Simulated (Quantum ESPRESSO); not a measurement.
# Collinear magnetic orders of MnS (Browneite) with Quantum ESPRESSO

Aim: find out which collinear order of MnS (Browneite) costs least.

Main program and level: Quantum ESPRESSO 7.5; PBEsol with U = 4 eV on Mn d (ortho-atomic projectors); plane waves with GBRV 1.5 PBEsol potentials, no spin-orbit coupling.

Report form: the programs' logs are mostly left out.

### 1. Set-up

Symmetry: F-43m, No. 216, cubic system. The conventional cell has a = 5.600 Å, b = 5.600 Å, c = 5.600 Å, α = 90.00°, β = 90.00°, γ = 90.00°. Nearest to Mn lie 4 S at 2.42 Å. Nearest to S lie 4 Mn at 2.42 Å. Farther neighbours and most contacts between anions are not listed.

The cell comes from the Crystallography Open Database.

### 2. Run 1 (ferro +)

The signs are those of the starting moments on the seeded atoms, the atoms that are given a moment.

File pw.in:

```
&CONTROL
  calculation = 'scf'
  prefix = 'pwscf'
  outdir = './tmp'
  pseudo_dir = './pseudo'
  disk_io = 'nowf'
/
&SYSTEM
  ibrav = 0
  celldm(1) = 8
  nat = 2
  ntyp = 2
  ecutwfc = 40
  ecutrho = 280
  nbnd = 19
  occupations = 'smearing'
  smearing = 'fd'
  degauss = 0.00146997
  nspin = 2
  starting_magnetization(1) = 0.3
  starting_magnetization(2) = 0
/
&ELECTRONS
  conv_thr = 4d-09
  electron_maxstep = 150
  mixing_beta = 0.3
/
ATOMIC_SPECIES
Mn     54.9380 mn_pbesol_v1.5.uspp.F.UPF
S      32.0600 s_pbesol_v1.4.uspp.F.UPF
CELL_PARAMETERS alat
   0.0000000000000    0.6614041436190    0.6614041436190
   0.6614041436190    0.0000000000000    0.6614041436190
   0.6614041436190    0.6614041436190    0.0000000000000
ATOMIC_POSITIONS crystal
Mn      0.0000000000    0.0000000000    0.0000000000
S       0.2500000000    0.2500000000    0.2500000000
K_POINTS automatic
10 10 10 0 0 0
HUBBARD {ortho-atomic}
U Mn-3d 4.0000
```

Started as:

```console
> OMP_NUM_THREADS=1 mpirun -n 4 pw.x -nk 4 -in pw.in > pw.out
```

Run time: 12 s. Hardware: 4 MPI ranks of Intel Xeon at 2.70GHz, shared host; peak memory 0.39 GiB; 47 s of CPU time.

Spin moment in the atom's sphere by atom:

```csv
atom,spin moment in the atom's sphere (μB)
Mn1,4.36
S2,0.04
```

This step gave:

* smearing term TS: 7.28e-15 eV
* magnetization: 5 μB
* absolute magnetization: 5 μB
* final state: ferromagnetic

### 3. Run 2, typed as antiferro q=(0,0,1/2) +−

The cell is doubled to 4 atoms to hold this order. The wavevector q is in fractions of the reciprocal vectors of the crystal's primitive cell, as the cells of these inputs are built from it; moments change sign between cells as cos(2π q·R).

File pw.in:

```
&CONTROL
  calculation = 'scf'
  prefix = 'pwscf'
  outdir = './tmp'
  pseudo_dir = './pseudo'
  disk_io = 'nowf'
/
&SYSTEM
  ibrav = 0
  celldm(1) = 8
  nat = 4
  ntyp = 3
  ecutwfc = 40
  ecutrho = 280
  nbnd = 30
  occupations = 'smearing'
  smearing = 'fd'
  degauss = 0.00146997
  nspin = 2
  starting_magnetization(1) = 0.3
  starting_magnetization(2) = -0.3
  starting_magnetization(3) = 0
/
&ELECTRONS
  conv_thr = 8d-09
  electron_maxstep = 150
  mixing_beta = 0.3
/
ATOMIC_SPECIES
Mn1    54.9380 mn_pbesol_v1.5.uspp.F.UPF
Mn2    54.9380 mn_pbesol_v1.5.uspp.F.UPF
S      32.0600 s_pbesol_v1.4.uspp.F.UPF
CELL_PARAMETERS alat
   0.0000000000000    0.6614041436190    0.6614041436190
   0.6614041436190    0.0000000000000    0.6614041436190
   1.3228082872380    1.3228082872380    0.0000000000000
ATOMIC_POSITIONS crystal
Mn1     0.0000000000    0.0000000000    0.0000000000
Mn2     0.0000000000    0.0000000000    0.5000000000
S       0.2500000000    0.2500000000    0.1250000000
S       0.2500000000    0.2500000000    0.6250000000
K_POINTS automatic
10 10 5 0 0 0
HUBBARD {ortho-atomic}
U Mn1-3d 4.0000
U Mn2-3d 4.0000
```

Run time: 57 s. Hardware: 4 MPI ranks; peak memory 0.67 GiB.

Spin moment in the atom's sphere by atom:

```csv
atom,spin moment in the atom's sphere (μB)
Mn1,4.30
Mn2,-4.30
S3,0.02
S4,-0.02
```

Numbers from this step:

* smearing term TS: 0 eV
* magnetization: 0 μB
* absolute magnetization: 9.717 μB
* final state: antiferromagnetic

### 4. Run 3 (antiferro q=(0,1/2,1/2) +−)

This order needs a doubled cell of 4 atoms.

pw.in: that of step 3 with these lines changed.

```diff
@@ -34,11 +34,11 @@
    0.0000000000000    0.6614041436190    0.6614041436190
-   0.6614041436190    0.0000000000000    0.6614041436190
-   1.3228082872380    1.3228082872380    0.0000000000000
+   1.3228082872380    0.0000000000000    1.3228082872380
+   1.3228082872380    0.6614041436190    0.6614041436190
 ATOMIC_POSITIONS crystal
 Mn1     0.0000000000    0.0000000000    0.0000000000
-Mn2     0.0000000000    0.0000000000    0.5000000000
-S       0.2500000000    0.2500000000    0.1250000000
-S       0.2500000000    0.2500000000    0.6250000000
+Mn2     0.0000000000    0.5000000000    0.0000000000
+S       0.2500000000    0.0000000000    0.2500000000
+S       0.2500000000    0.5000000000    0.2500000000
 K_POINTS automatic
-10 10 5 0 0 0
+10 5 10 0 0 0
 HUBBARD {ortho-atomic}
```

Elapsed: 89 s, on 4 MPI ranks; peak memory 0.78 GiB.

Spin moment in the atom's sphere by atom:

```csv
atom,spin moment in the atom's sphere (μB)
Mn1,4.28
Mn2,-4.28
S3,0.00
S4,0.00
```

Read from the output:

```yaml
smearing_term_ts: 0 eV
magnetization: 0 μB
absolute_magnetization: 9.653 μB
final_state: antiferromagnetic
```

### 5. Run 4, typed as antiferro q=(0,0,1/2) +−

The cell is doubled to 4 atoms to hold this order.

pw.in: that of step 4 with these lines changed.

```diff
@@ -34,11 +34,11 @@
    0.0000000000000    0.6614041436190    0.6614041436190
-   1.3228082872380    0.0000000000000    1.3228082872380
-   1.3228082872380    0.6614041436190    0.6614041436190
+   0.6614041436190    0.0000000000000    0.6614041436190
+   1.3228082872380    1.3228082872380    0.0000000000000
 ATOMIC_POSITIONS crystal
 Mn1     0.0000000000    0.0000000000    0.0000000000
-Mn2     0.0000000000    0.5000000000    0.0000000000
-S       0.2500000000    0.0000000000    0.2500000000
-S       0.2500000000    0.5000000000    0.2500000000
+Mn2     0.0000000000    0.0000000000    0.5000000000
+S       0.2500000000    0.2500000000    0.1250000000
+S       0.2500000000    0.2500000000    0.6250000000
 K_POINTS automatic
-10 5 10 0 0 0
+10 10 5 0 0 0
 HUBBARD {ortho-atomic}
```

Run time: 55 s. Hardware: 4 MPI ranks; peak memory 0.67 GiB.

Numbers from this step:

```yaml
smearing_term_ts: 0 eV
magnetization: 0 μB
absolute_magnetization: 9.717 μB
final_state: antiferromagnetic
largest_moment: 4.301 μB
```

### 6. Ranking

An order is kept where moments of 0.15 μB or more survive with the typed signs; meshes match where a doubled cell samples the same k points as the first cell.

Orders:

```csv
start,final state,typed order kept,energy over the lowest (meV a seeded atom),largest site moment (μB),net moment (μB a cell of the first run),mesh matched,CPU time (s)
ferro +,ferromagnetic,yes,99.43,4.356,5,yes,46.56
"antiferro q=(0,0,1/2) +-",antiferromagnetic,yes,22.82,4.301,0,yes,225
"antiferro q=(0,1/2,1/2) +-",antiferromagnetic,yes,0,4.284,0,yes,351.3
"antiferro q=(0,0,1/2) +-",antiferromagnetic,yes,22.82,4.301,0,yes,218.1
```

### 7. Occupations of the corrected shells in the lowest state

Occupations of the Hubbard shells:

```csv
block,type,shell,spin,electrons,occupation numbers
1,Mn1,3d,up,4.945,0.984 0.985 0.985 0.995 0.995
1,Mn1,3d,down,0.3103,0.027 0.030 0.082 0.082 0.089
2,Mn2,3d,up,0.3103,0.027 0.030 0.082 0.082 0.089
2,Mn2,3d,down,4.945,0.984 0.985 0.985 0.995 0.995
```

### 8. Outcome

```
lowest state found      : antiferromagnetic (from antiferro q=(0,1/2,1/2) +-)
largest site moment     : 4.28 μB
next state with moments : antiferromagnetic, 22.8 meV a seeded atom higher
```

In words: This is the lowest of 4 collinear or spinless starts, no proof of the ground state.

[Logs and program files are shortened in this print: banners, set-up blocks, solver, clock and traceback lines can be left out without a mark of their own.]

[Logs are printed without paths, hosts, clocks, repeated set-up lines and the standing remarks that a program may print on its own settings, such as how far it seeks lower states.]

[Hosts, paths, dates, database ids (printed as entryN), source tags and the programs' standing remarks are cut or masked in the printed files.]

[Where a cell is said to come from a database of computed structures, the database is the Materials Project.]
